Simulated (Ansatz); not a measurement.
# The perfect Ge wire along [110], 6 atoms a period, H-terminated

Aim: is the Ge wire along [110], 6 atoms a period, H-terminated a metal or a semiconductor?

Calculated with Ansatz 0.2.0; DFT PBE, plane waves, PAW; relaxation of a wire's period; PAW set soft_1, in the first sound run; inputs show where later runs differ.

## (1) The structure

The cell holds 14 atoms: 8 H and 6 Ge. Cell: a = 12.921 Å, b = 13.420 Å, c = 4.073 Å, α = 90.0°, β = 90.0°, γ = 90.0°. Vacuum lies along a and b. The structure's axis is c.

## (2) Relaxation of atoms and period

Band widths follow the bond lengths, so the wire is relaxed first. The atoms and the third cell vector are free; the box across stays fixed as vacuum. A Fermi-Dirac smearing is set since the result may be a metal. The pressure printed is a third of the stress's trace over the whole box, vacuum included; only the stress along the axis is relaxed.

Contents of input.yaml:

```yaml
crystal:
  lattice:
    - [12.921, 0.0, 0.0]
    - [0.0, 13.42, 0.0]
    - [0.0, 0.0, 4.0729350596]
  atoms:
    - { symbol: H, position: [0.374584011, 0.746676929, 0.0] }
    - { symbol: H, position: [0.374584011, 0.253353204, 0.0] }
    - { symbol: Ge, position: [0.444289639, 0.348266369, 0.0] }
    - { symbol: H, position: [0.736888232, 0.500015067, 0.187268604] }
    - { symbol: H, position: [0.263137528, 0.500015067, 0.312731396] }
    - { symbol: Ge, position: [0.555736121, 0.651763765, 0.5] }
    - { symbol: Ge, position: [0.555736121, 0.348266369, 0.5] }
    - { symbol: H, position: [0.625441749, 0.746676929, 0.5] }
    - { symbol: H, position: [0.625441749, 0.253353204, 0.5] }
    - { symbol: Ge, position: [0.667182604, 0.500015067, 0.5] }
    - { symbol: H, position: [0.263137528, 0.500015067, 0.687268604] }
    - { symbol: H, position: [0.736888232, 0.500015067, 0.812731396] }
    - { symbol: Ge, position: [0.332843156, 0.500015067, 0.0] }
    - { symbol: Ge, position: [0.444289639, 0.651763765, 0.0] }
kpoints:
  mp_grid: { grid: [1, 1, 20] }
scf:
  occupations: { method: fermi_dirac, width: 0.05 }
hamiltonian:
  xc: pbe
  pseudopotentials: { kind: paw, azcp: { folder: soft_1 } }
relax:
  cell: { fix: [a, b, alpha, beta, gamma] }
  max_steps: 45
  f_tol: 0.03
```

Started as:

```sh
$ ansatz run input.yaml --threads 4 --pin off --max-ram 16384MiB --backend cpu --events-out ev --progress --plain --runs-dir out
```

Numbers of over 12 decimals in the logs are rounded to 6 here.

The program printed:

```text
Engine: ansatz 0.2.0, aarch64-unknown-linux-gnu
Pseudopotentials: kind: paw
Pseudopotential: H, paw, valence charge 1, recommended cutoff 420 eV (normal), soft_1/H.paw.azcp
Pseudopotential: Ge, paw, valence charge 14, recommended cutoff 420 eV (normal), soft_1/Ge.paw.azcp
Functional definition: PBE
  parameter kappa = 0.804
  parameter beta = 0.066725
  exchange = pbe_x(kappa = kappa, mu = beta*pi^2/3)
  correlation = pbe_c(beta = beta)
Crystal: 14 atoms, lattice volume = 706.246 Å³
Basis set: ecut = 420 eV, 13855 PW (Γ), exchange–correlation on 180×180×60 points (8 copies of the dense FFT grid, shifted against one another)
Bands: 60, of which v1, the nominal top of the filled ones, is band 46 counted from 1 (45 counted from 0)
Symmetry: 8 space group operations
Space group: Pmma (ITA 51), of the structure as read, at distance tolerance 8.9e-5 Å
k-points: 11 of 20
Non-local potential: H, projectors of the file, l = 0: 2, l = 1: 1
Non-local potential: Ge, projectors of the file, l = 0: 2, l = 1: 2, l = 2: 3, l = 3: 1
PAW form: soft (Blöchl's): semilocal exchange-correlation on the pseudo side does not see the compensation charge
PAW one-centre angular grid: H, 110 points (default); XC on 64 Gauss nodes
PAW one-centre angular grid: Ge, 590 points (default); XC on 64 Gauss nodes
Initial density: superposition of atomic densities (neutral atoms: chi_scale 0, normalization atom)
Initial wavefunctions: pseudopotential atomic-orbital guess
Functional: x = pbe(κ = 0.804, μ = 0.219515), c = pbe(β = 0.066725)
SCF iter   1: F=—  HF=-25896.727723 eV  |F-HF|=—  |Δ(HF+E_count)|=         —  Δρ=3.29e-2  dr2=6.54e0  ethr=3.10e-3  ⟨swp⟩=7.7  Hψ=2849  notcnv=0  defer=4
preconditioner: auto → Resta (q_TF=auto, 1.943 Å⁻¹)  ε∞=1.7  [insulator: Δε(μ)=2.457 eV  Ē_g=9.716 eV  σ=0.050 eV  W_gap=1.00  n_scr=92 (ndim 8)  ℏωp=7.9 eV  f_vac=0.626  D(μ)=0.00/eV (n_scr^D=0)  ε∞_Penn≈1.7  vacuum switching on, ρ_ref=6.8e-3 e/Å³]
SCF iter   2: F=—  HF=-25895.160797 eV  |F-HF|=—  |Δ(HF+E_count)|=    1.57e0  Δρ=1.41e-2  dr2=1.41e0  ethr=3.10e-3  ⟨swp⟩=3.0  Hψ=1019  notcnv=0  defer=82
SCF iter   3: F=—  HF=-25894.806411 eV  |F-HF|=—  |Δ(HF+E_count)|=   3.54e-1  Δρ=2.81e-3  dr2=1.59e-1  ethr=1.53e-3  ⟨swp⟩=3.9  Hψ=932  notcnv=0  defer=82
SCF iter   4: F=—  HF=-25894.772722 eV  |F-HF|=—  |Δ(HF+E_count)|=   3.37e-2  Δρ=1.05e-3  dr2=4.92e-3  ethr=1.73e-4  ⟨swp⟩=3.3  Hψ=923  notcnv=0  defer=82
SCF iter   5: F=—  HF=-25894.775078 eV  |F-HF|=—  |Δ(HF+E_count)|=   2.36e-3  Δρ=2.50e-4  dr2=8.86e-4  ethr=5.35e-6  ⟨swp⟩=2.4  Hψ=1266  notcnv=0  defer=80
SCF iter   6: F=—  HF=-25894.775045 eV  |F-HF|=—  |Δ(HF+E_count)|=   3.38e-5  Δρ=6.22e-5  dr2=5.25e-5  ethr=9.63e-7  ⟨swp⟩=2.0  Hψ=1082  notcnv=0  defer=80
SCF iter   7: F=—  HF=-25894.775111 eV  |F-HF|=—  |Δ(HF+E_count)|=   6.61e-5  Δρ=2.27e-5  dr2=4.10e-6  ethr=5.71e-8  ⟨swp⟩=3.0  Hψ=1301  notcnv=0  defer=80
SCF iter   8: F=—  HF=-25894.775114 eV  |F-HF|=—  |Δ(HF+E_count)|=   3.10e-6  Δρ=1.09e-5  dr2=7.67e-7  ethr=4.46e-9  ⟨swp⟩=2.0  Hψ=1082  notcnv=0  defer=80
SCF iter   9: F=-25894.775115 eV  HF=-25894.775115 eV  |F-HF|=9.90e-8  |Δ(HF+E_count)|=   1.05e-6  Δρ=3.11e-6  dr2=6.29e-8  ethr=1.09e-10  ⟨swp⟩=3.1  Hψ=2418  notcnv=0
SCF 1 converged in 9 iterations: F = -25894.775115 eV  dr2 = 6.29e-8
  greatest PAW one-centre occupation: 0.998 electrons in one spin orbital (limit 2), on the Ge atom at site 12 (counted from 0), in its partial waves of l = 2
relax step   1: F+E_penalty+E_count = -25894.77511496 eV  Δ(F+E_penalty+E_count) = +0.000e0 eV  max|allowed force component| = 3.686e-1 eV/Å  Δτ_max = 0.0000 Å  P = -0.252 GPa  Ω = 706.246 Å³  fix = [a, b, alpha, beta, gamma]  reactions: a -0.614, b -0.584 GPa  (9 SCF iters, dr2 threshold 1.00e-7 eV, accepted)
Crystal: 14 atoms, lattice volume = 740.704 Å³
Basis set: ecut = 420 eV, 14469 PW (Γ), exchange–correlation on 180×180×60 points (8 copies of the dense FFT grid, shifted against one another)
Initial density: handed on by an earlier stage of this run
Initial wavefunctions: those handed on with the density
iter 1 solved again at ethr=3.41e-4 eV; its pass at ethr=3.10e-3 eV (dr2=3.14e-1 eV) is discarded
SCF iter   1: F=—  HF=-25894.905801 eV  |F-HF|=—  |Δ(HF+E_count)|=         —  Δρ=8.86e-3  dr2=3.22e-1  ethr=3.41e-4  ⟨swp⟩=2.7  Hψ=3321  notcnv=0
preconditioner: auto → Resta (q_TF=auto, 1.927 Å⁻¹)  ε∞=1.4  [insulator: Δε(μ)=2.238 eV  Ē_g=21.733 eV  σ=0.050 eV  W_gap=1.00  n_scr=88 (ndim 8)  ℏωp=13.1 eV  f_vac=0.693  D(μ)=0.00/eV (n_scr^D=0)  ε∞_Penn≈1.4  vacuum switching on, ρ_ref=3.4e-2 e/Å³]
SCF iter   2: F=—  HF=-25894.861521 eV  |F-HF|=—  |Δ(HF+E_count)|=   4.43e-2  Δρ=4.00e-3  dr2=6.00e-2  ethr=3.41e-4  ⟨swp⟩=3.1  Hψ=1109  notcnv=0
SCF iter   3: F=—  HF=-25894.864250 eV  |F-HF|=—  |Δ(HF+E_count)|=   2.73e-3  Δρ=1.36e-3  dr2=2.43e-2  ethr=6.53e-5  ⟨swp⟩=3.0  Hψ=1257  notcnv=0
SCF iter   4: F=—  HF=-25894.858916 eV  |F-HF|=—  |Δ(HF+E_count)|=   5.33e-3  Δρ=2.33e-4  dr2=2.88e-4  ethr=2.64e-5  ⟨swp⟩=3.7  Hψ=1144  notcnv=0  defer=57
SCF iter   5: F=—  HF=-25894.859119 eV  |F-HF|=—  |Δ(HF+E_count)|=   2.03e-4  Δρ=6.44e-5  dr2=2.84e-5  ethr=3.13e-7  ⟨swp⟩=2.0  Hψ=864  notcnv=0  defer=57
SCF iter   6: F=—  HF=-25894.859126 eV  |F-HF|=—  |Δ(HF+E_count)|=   7.06e-6  Δρ=2.84e-5  dr2=5.85e-6  ethr=3.08e-8  ⟨swp⟩=2.0  Hψ=862  notcnv=0  defer=57
SCF iter   7: F=-25894.859125 eV  HF=-25894.859126 eV  |F-HF|=3.01e-7  |Δ(HF+E_count)|=   7.63e-8  Δρ=5.75e-6  dr2=2.67e-7  ethr=1.52e-9  ⟨swp⟩=5.0  Hψ=2271  notcnv=0
SCF 2 converged in 7 iterations: F = -25894.859125 eV  dr2 = 2.67e-7
relax step   2: F+E_penalty+E_count = -25894.85912542 eV  Δ(F+E_penalty+E_count) = -8.401e-2 eV  max|allowed force component| = 4.583e-1 eV/Å  Δτ_max = 0.1340 Å  P = +0.115 GPa  Ω = 740.704 Å³  energy of the carried Pulay correction = -4.974e-3 eV  fix = [a, b, alpha, beta, gamma]  reactions: a +0.272, b +0.120 GPa  (7 SCF iters, dr2 threshold 1.40e-6 eV, accepted)
Crystal: 14 atoms, lattice volume = 730.010 Å³
Basis set: ecut = 420 eV, 14213 PW (Γ), exchange–correlation on 180×180×60 points (8 copies of the dense FFT grid, shifted against one another)
iter 1 solved again at ethr=5.01e-5 eV; its pass at ethr=3.10e-3 eV (dr2=4.61e-2 eV) is discarded
SCF iter   1: F=—  HF=-25894.932379 eV  |F-HF|=—  |Δ(HF+E_count)|=         —  Δρ=3.53e-3  dr2=4.54e-2  ethr=5.01e-5  ⟨swp⟩=2.4  Hψ=3000  notcnv=0
preconditioner: auto → Resta (q_TF=auto, 1.932 Å⁻¹)  ε∞=1.7  [insulator: Δε(μ)=2.277 eV  Ē_g=9.213 eV  σ=0.050 eV  W_gap=1.00  n_scr=88 (ndim 8)  ℏωp=7.8 eV  f_vac=0.678  D(μ)=0.00/eV (n_scr^D=0)  ε∞_Penn≈1.7  vacuum switching on, ρ_ref=6.2e-3 e/Å³]
SCF iter   2: F=—  HF=-25894.925952 eV  |F-HF|=—  |Δ(HF+E_count)|=   6.43e-3  Δρ=1.62e-3  dr2=8.57e-3  ethr=4.93e-5  ⟨swp⟩=2.1  Hψ=836  notcnv=0
SCF iter   3: F=—  HF=-25894.925926 eV  |F-HF|=—  |Δ(HF+E_count)|=   2.62e-5  Δρ=3.58e-4  dr2=1.56e-3  ethr=9.32e-6  ⟨swp⟩=2.0  Hψ=1000  notcnv=0
SCF iter   4: F=—  HF=-25894.925553 eV  |F-HF|=—  |Δ(HF+E_count)|=   3.73e-4  Δρ=7.26e-5  dr2=4.22e-5  ethr=1.69e-6  ⟨swp⟩=2.0  Hψ=946  notcnv=0
SCF iter   5: F=—  HF=-25894.925554 eV  |F-HF|=—  |Δ(HF+E_count)|=   9.17e-7  Δρ=1.68e-5  dr2=1.79e-6  ethr=4.59e-8  ⟨swp⟩=2.0  Hψ=836  notcnv=0
SCF iter   6: F=-25894.925554 eV  HF=-25894.925555 eV  |F-HF|=6.41e-7  |Δ(HF+E_count)|=   1.24e-6  Δρ=5.00e-6  dr2=5.94e-7  ethr=1.52e-9  ⟨swp⟩=5.0  Hψ=2208  notcnv=0
SCF 3 converged in 6 iterations: F = -25894.925554 eV  dr2 = 5.94e-7
relax step   3: F+E_penalty+E_count = -25894.92555433 eV  Δ(F+E_penalty+E_count) = -6.643e-2 eV  max|allowed force component| = 5.923e-2 eV/Å  Δτ_max = 0.0469 Å  P = -0.035 GPa  Ω = 730.010 Å³  energy of the carried Pulay correction = -3.456e-3 eV  fix = [a, b, alpha, beta, gamma]  reactions: a -0.040, b -0.030 GPa  (6 SCF iters, dr2 threshold 1.40e-6 eV, accepted)
[...]
relax step   4: F+E_penalty+E_count = -25894.92638965 eV  Δ(F+E_penalty+E_count) = -8.353e-4 eV  max|allowed force component| = 9.351e-3 eV/Å  Δτ_max = 0.0051 Å  P = -0.013 GPa  Ω = 729.443 Å³  energy of the carried Pulay correction = -3.375e-3 eV  fix = [a, b, alpha, beta, gamma]  reactions: a -0.017, b -0.012 GPa  (5 SCF iters, dr2 threshold 2.19e-7 eV, accepted)
Initial wavefunctions: pseudopotential atomic-orbital guess (no wavefunctions were taken with the density)
iter 1 solved again at ethr=1.78e-7 eV; its pass at ethr=3.10e-3 eV (dr2=1.64e-4 eV) is discarded
SCF iter   1: F=—  HF=-25894.922909 eV  |F-HF|=—  |Δ(HF+E_count)|=         —  Δρ=1.29e-4  dr2=3.91e-6  ethr=1.78e-7  ⟨swp⟩=3.6  Hψ=4816  notcnv=0
preconditioner: auto → Resta (q_TF=auto, 1.932 Å⁻¹)  ε∞=1.4  [insulator: Δε(μ)=2.285 eV  Ē_g=21.617 eV  σ=0.050 eV  W_gap=1.00  n_scr=88 (ndim 8)  ℏωp=13.2 eV  f_vac=0.681  D(μ)=0.00/eV (n_scr^D=0)  ε∞_Penn≈1.4  vacuum switching on, ρ_ref=3.4e-2 e/Å³]
SCF iter   2: F=—  HF=-25894.927981 eV  |F-HF|=—  |Δ(HF+E_count)|=   5.07e-3  Δρ=6.46e-5  dr2=1.06e-6  ethr=4.25e-9  ⟨swp⟩=3.7  Hψ=1454  notcnv=0
SCF iter   3: F=—  HF=-25894.930484 eV  |F-HF|=—  |Δ(HF+E_count)|=   2.50e-3  Δρ=7.62e-6  dr2=4.71e-7  ethr=1.15e-9  ⟨swp⟩=3.2  Hψ=1156  notcnv=0
SCF iter   4: F=—  HF=-25894.930538 eV  |F-HF|=—  |Δ(HF+E_count)|=   5.39e-5  Δρ=1.88e-6  dr2=2.21e-8  ethr=5.12e-10  ⟨swp⟩=3.0  Hψ=1283  notcnv=0
SCF iter   5: F=—  HF=-25894.930541 eV  |F-HF|=—  |Δ(HF+E_count)|=   3.70e-6  Δρ=6.12e-7  dr2=2.15e-9  ethr=2.40e-11  ⟨swp⟩=2.0  Hψ=830  notcnv=0
SCF iter   6: F=—  HF=-25894.930542 eV  |F-HF|=—  |Δ(HF+E_count)|=   8.93e-7  Δρ=1.71e-7  dr2=1.02e-9  ethr=2.33e-12  ⟨swp⟩=3.7  Hψ=1348  notcnv=0
SCF iter   7: F=-25894.930542 eV  HF=-25894.930542 eV  |F-HF|=9.02e-9  |Δ(HF+E_count)|=   9.27e-9  Δρ=5.86e-8  dr2=2.58e-11  ethr=1.00e-12  ⟨swp⟩=3.3  Hψ=2519  notcnv=0
SCF 5 converged in 7 iterations: F = -25894.930542 eV  dr2 = 2.58e-11
relax step   5: F+E_penalty+E_count = -25894.93054239 eV  Δ(F+E_penalty+E_count) = -4.153e-3 eV  max|allowed force component| = 1.069e-2 eV/Å  Δτ_max = 0.0000 Å  P = -0.008 GPa  Ω = 729.443 Å³  fix = [a, b, alpha, beta, gamma]  reactions: a -0.015, b -0.009 GPa  stress off target by 1.31e-3 GPa on what of the cell is left free  SCF on the basis re-selected at this cell (its energy is not comparable with the rows above)  (7 SCF iters)
basis re-selected at this cell: Δ(F+E_penalty+E_count) = -4.153e-3 eV, ΔP = +0.005 GPa vs the last step (what re-selecting the basis moved, of the pressure what is left beyond the Pulay correction that the steps carried, after the strain that the cell walked since its last selection, with what the two solves' SCF thresholds leave and, on support functions, any second-order correction that the steps lacked; it is no m [...]
SCF converged after 7 iterations
Free energy (F): -25894.930542 eV
Harris-Foulkes:  -25894.930542 eV  (|F-HF|=9.02e-9)
Internal energy: -25894.930542 eV  (E = F + TS)
E sigma→0 (E₀):  -25894.930542 eV
Fermi energy:    -1.948916 eV
--- Per-component energies (eV) ---
  E_band       = -1799.772245
  E_kinetic    = 657.309469
  E_local      = -39370.585065  (includes V_loc(G=0)·N_el)
  E_nonlocal   = 1316.930630
  E_hartree    = 18919.741192
  E_xc         = -495.564580
  E_vxc        = -475.203761  (∫ρ·V_xc dr)
  E_paw        = -12091.902101  (= ΣΔE_a)
  E_vpaw       = -1767.697826  (= ΣTr[D̂ρ^β])
  E_aug_tail   = -0.007445  (compensation charges beyond the density's cutoff)
  E_ewald      = 5169.147358
  E_smearing   = -0.000000  (= −TS)
  E_closure    = 0.000000  (closes the sum)
  Σ components = -25894.930542   (vs F -25894.930542, Δ=0.00e0)
--- Forces (eV/Å), atoms counted from 1 ---
  atom   1  H      0.00075839    -0.00474328    -0.00000000
  atom   2  H      0.00075839     0.00474328     0.00000000
  atom   3  Ge    -0.00700547    -0.00056981    -0.00000000
  atom   4  H     -0.00752721    -0.00000000     0.01068711
  atom   5  H      0.00752721     0.00000000    -0.01068711
  atom   6  Ge     0.00700547     0.00056981     0.00000000
  atom   7  Ge     0.00700547    -0.00056981     0.00000000
  atom   8  H     -0.00075839    -0.00474328    -0.00000000
  atom   9  H     -0.00075839     0.00474328     0.00000000
  atom  10  Ge     0.00262948     0.00000000     0.00000000
  atom  11  H      0.00752721     0.00000000     0.01068711
  atom  12  H     -0.00752721    -0.00000000    -0.01068711
  atom  13  Ge    -0.00262948    -0.00000000    -0.00000000
  atom  14  Ge    -0.00700547     0.00056981    -0.00000000
  max |Σ_I F_I| component: 8.67e-19 eV/Å
--- Stress (GPa, compression-positive) ---
       -0.014666      -0.000000      -0.000000
       -0.000000      -0.009194      -0.000000
       -0.000000      -0.000000      -0.001310
  P = ⅓ Tr σ = -0.0084 GPa (-0.084 kbar)
--- Relaxed structure (4 steps of the walk, 4 accepted, 1 SCFs on fresh bases) ---
  F+E_penalty+E_count = -25894.93054239 eV   max|allowed force component| = 1.069e-2 eV/Å   (the final SCF, on the basis selected at the relaxed cell)
  cell:  # Å, volume = 729.4426 Å³
    - [12.921, 0, 0]
    - [0, 13.42, 0]
    - [0, 0, 4.206709]
  atoms:
    - { symbol: H, position: [0.377934, 0.743335, -1.2168995370606088e-19] }
    - { symbol: H, position: [0.377934, 0.256695, -1.2168995370606088e-19] }
    - { symbol: Ge, position: [0.447838, 0.350969, -1.2168995370606088e-19] }
    - { symbol: H, position: [0.733711, 0.500015, 0.207407] }
    - { symbol: H, position: [0.266315, 0.500015, 0.292593] }
    - { symbol: Ge, position: [0.552187, 0.649061, 0.5] }
    - { symbol: Ge, position: [0.552187, 0.350969, 0.5] }
    - { symbol: H, position: [0.622092, 0.743335, 0.5] }
    - { symbol: H, position: [0.622092, 0.256695, 0.5] }
    - { symbol: Ge, position: [0.662027, 0.500015, 0.5] }
    - { symbol: H, position: [0.266315, 0.500015, 0.707407] }
    - { symbol: H, position: [0.733711, 0.500015, 0.792593] }
    - { symbol: Ge, position: [0.337998, 0.500015, -1.2168995370606088e-19] }
    - { symbol: Ge, position: [0.447838, 0.649061, -1.2168995370606088e-19] }
```

Wall time 63 s (4 threads of Arm Neoverse N1, shared host); peak memory 1.5 GiB; 4.1 min of CPU time.

Relaxation path:

```tsv
step	energy less that of the first step (eV)	largest force component (eV/Å)	pressure (GPa)	volume (Å³)
1	0.0000	0.3686	-0.25	706.25
2	-0.0840	0.4583	0.12	740.70
3	-0.1504	0.0592	-0.04	730.01
4	-0.1513	0.0094	-0.01	729.44
5*	-0.1554	0.0107	-0.01	729.44
```

Relaxation steps marked * repeat the geometry before them on a plane-wave basis chosen anew for their cell, so energy and pressure can jump there.

Forces are held to the 8 operations that the run works with; a distortion that breaks them can't arise in this run.

```tsv
cell as run	before	after	change
c (Å)	4.073	4.207	+3.3 %
```

The atoms that moved most (Å, along periodic axes as changes of fractional coordinates times the final cell, across vacuum about the mean position):

```tsv
atom	dx	dy	dz	length
H4	-0.041	0.000	0.085	0.094
H11	0.041	0.000	0.085	0.094
H5	0.041	0.000	-0.085	0.094
H12	-0.041	0.000	-0.085	0.094
Ge10	-0.067	0.000	0.000	0.067
Ge13	0.067	0.000	0.000	0.067
H2	0.043	0.045	0.000	0.062
H9	-0.043	0.045	0.000	0.062
```

The relaxed structure:

```cif
data_structure
_symmetry_space_group_name_H-M 'P 1'
_symmetry_Int_Tables_number 1
_cell_length_a 12.9210
_cell_length_b 13.4200
_cell_length_c 4.2067
_cell_angle_alpha 90.000
_cell_angle_beta 90.000
_cell_angle_gamma 90.000
_cell_volume 729.44
loop_
_atom_site_label
_atom_site_type_symbol
_atom_site_fract_x
_atom_site_fract_y
_atom_site_fract_z
_atom_site_occupancy
H1 H 0.37793 0.74334 0.00000 1
H2 H 0.37793 0.25669 0.00000 1
Ge3 Ge 0.44784 0.35097 0.00000 1
H4 H 0.73371 0.50002 0.20741 1
H5 H 0.26631 0.50002 0.29259 1
Ge6 Ge 0.55219 0.64906 0.50000 1
Ge7 Ge 0.55219 0.35097 0.50000 1
H8 H 0.62209 0.74334 0.50000 1
H9 H 0.62209 0.25669 0.50000 1
Ge10 Ge 0.66203 0.50002 0.50000 1
H11 H 0.26631 0.50002 0.70741 1
H12 H 0.73371 0.50002 0.79259 1
Ge13 Ge 0.33800 0.50002 0.00000 1
Ge14 Ge 0.44784 0.64906 0.00000 1
```

This step gave:

```
cell length along the wire : 4.207 Å
```

The cell's length comes to 4.207 Å with spin left out.

[end of part 1 of 3]

[Logs are printed without paths, hosts, clocks, repeated set-up lines and the standing remarks that a program may print on its own settings, such as how far it seeks lower states.]

[Hosts, paths, dates, database ids (printed as entryN), source tags and the programs' standing remarks are cut or masked in the printed files.]
